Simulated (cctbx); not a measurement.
**What is wrong with this refinement?**

Cell a = 9.1210 Å, b = 9.1830 Å, c = 9.4440 Å, α = 90.00°, β = 90.00°, γ = 90.00°; space group Amm2 (no. 38).

Simulated single-crystal data (cctbx): Cu Kα, λ = 1.54184 Å, to d = 0.8 Å, 95 % of the full sphere, strongest reflection 40000 counts, noise from counting, a 1.5 % proportional error and a noise floor of 15 counts (s.d.); no absorption.

An anisotropic refinement with weights 1/σ² prints:

```text
Rint 0.028, 917 unique reflections to 0.80 A
cycle     R1     wR2    GooF  max shift (A)
   1  0.0716  0.1418   4.680   0.05281
   3  0.0224  0.0564   1.863   0.00013
final R1 0.0224 wR2 0.0564 GooF 1.863  parameters 58  data/parameter 15.8
atom        x        y        z      Ueq    occ   su(xyz)  su(Uiso or U11)
Pr1    0.50000  0.50000  0.50472   0.0164  1.000  0.00012  0.0004
Mn1    0.74458  0.25408  0.25350   0.0378  1.000  0.00038  0.0006
Ca1    0.00000  0.50000  0.50555   0.0155  1.000  0.00055  0.0012
Ca2    0.50000  0.50000  1.00044   0.0147  1.000  0.00057  0.0011
Ca3    0.00000  0.50000  0.00445   0.0204  1.000  0.00074  0.0014
S1     0.22045  0.50000  0.75046   0.0177  1.000  0.00037  0.0013
S2     0.70574  0.50000  0.25804   0.0175  1.000  0.00037  0.0010
S3     0.00000  0.27787  0.25439   0.0216  1.000  0.00045  0.0011
S4     0.50000  0.29183  0.74331   0.0187  1.000  0.00033  0.0011
Al1    0.73853  0.24444  0.00220   0.0112  1.000  0.00042  0.0006
difference map: max 1.17 min -0.39 rms 0.16
Q1    0.2435  0.2430  0.0357    8    1.19  0.36 A from Al1
Q2    0.0000  0.1144  0.8923    4    0.33  1.50 A from Ca1
Q3    0.0000  0.1141  0.6128    4    0.29  1.46 A from Ca3
Q4    0.5000  0.0000  0.4544    2    0.29  0.43 A from Ca2
Q5    0.5000  0.0000  0.5605    2    0.29  0.57 A from Ca2
Q6    0.5000  0.0556  0.0744    4    0.26  0.83 A from Pr1
```

Q: Accept it or mend it, and why?

Mend it. The fault: wrong element: Al1 is S. Against the right model at the same level, R1 goes from 0.0148 to 0.0224 and GooF from 0.92 to 1.86, U of Al1 shrinks from 0.0235 to 0.0112 Å² and the top difference peak, 1.2 e/Å³, lies 0.36 Å from Al1. Al1 has 3 electrons too few and its U shrinks to make up, as expected.

The compound is Ca3PrMn4S12. The right model at the same level gives:

```text
Rint 0.028, 917 unique reflections to 0.80 A
cycle     R1     wR2    GooF  max shift (A)
   1  0.0499  0.0966   3.187   0.05021
   3  0.0148  0.0279   0.921   0.00009
final R1 0.0148 wR2 0.0279 GooF 0.921  parameters 58  data/parameter 15.8
atom        x        y        z      Ueq    occ   su(xyz)  su(Uiso or U11)
Pr1    0.50000  0.50000  0.50463   0.0163  1.000  0.00006  0.0002
Mn1    0.74460  0.25402  0.25321   0.0377  1.000  0.00019  0.0003
Ca1    0.00000  0.50000  0.50581   0.0157  1.000  0.00027  0.0006
Ca2    0.50000  0.50000  1.00060   0.0147  1.000  0.00028  0.0005
Ca3    0.00000  0.50000  0.00479   0.0204  1.000  0.00037  0.0007
S1     0.22044  0.50000  0.75024   0.0178  1.000  0.00018  0.0006
S2     0.70585  0.50000  0.25784   0.0176  1.000  0.00018  0.0005
S3     0.00000  0.27774  0.25437   0.0217  1.000  0.00022  0.0005
S4     0.50000  0.29171  0.74317   0.0190  1.000  0.00016  0.0005
S5     0.73881  0.24460  0.00203   0.0235  1.000  0.00022  0.0003
Flack x: -0.007(5)
Hooft y: -0.003(4)  Bijvoet pairs: 429
difference map: max 0.38 min -0.32 rms 0.08
Q1    0.0000  0.1090  0.8897    4    0.39  1.48 A from Ca1
Q2    0.0000  0.1144  0.6102    4    0.38  1.45 A from Ca3
Q3    0.0000  0.1109  0.3729    4    0.30  1.61 A from Ca3
Q4    0.0000  0.1005  0.1140    4    0.30  1.38 A from Ca1
Q5    0.3282  0.0000  0.2586    4    0.29  0.99 A from S1
Q6    0.5000  0.0593  0.0885    4    0.28  0.96 A from Pr1
```

This is a model crystal, built by substitution and not relaxed, with assumed displacement parameters.

[Middle refinement cycles are left out of these outputs.]

[Logs are printed without paths, hosts, clocks, repeated set-up lines and the standing remarks that a program may print on its own settings, such as how far it seeks lower states.]
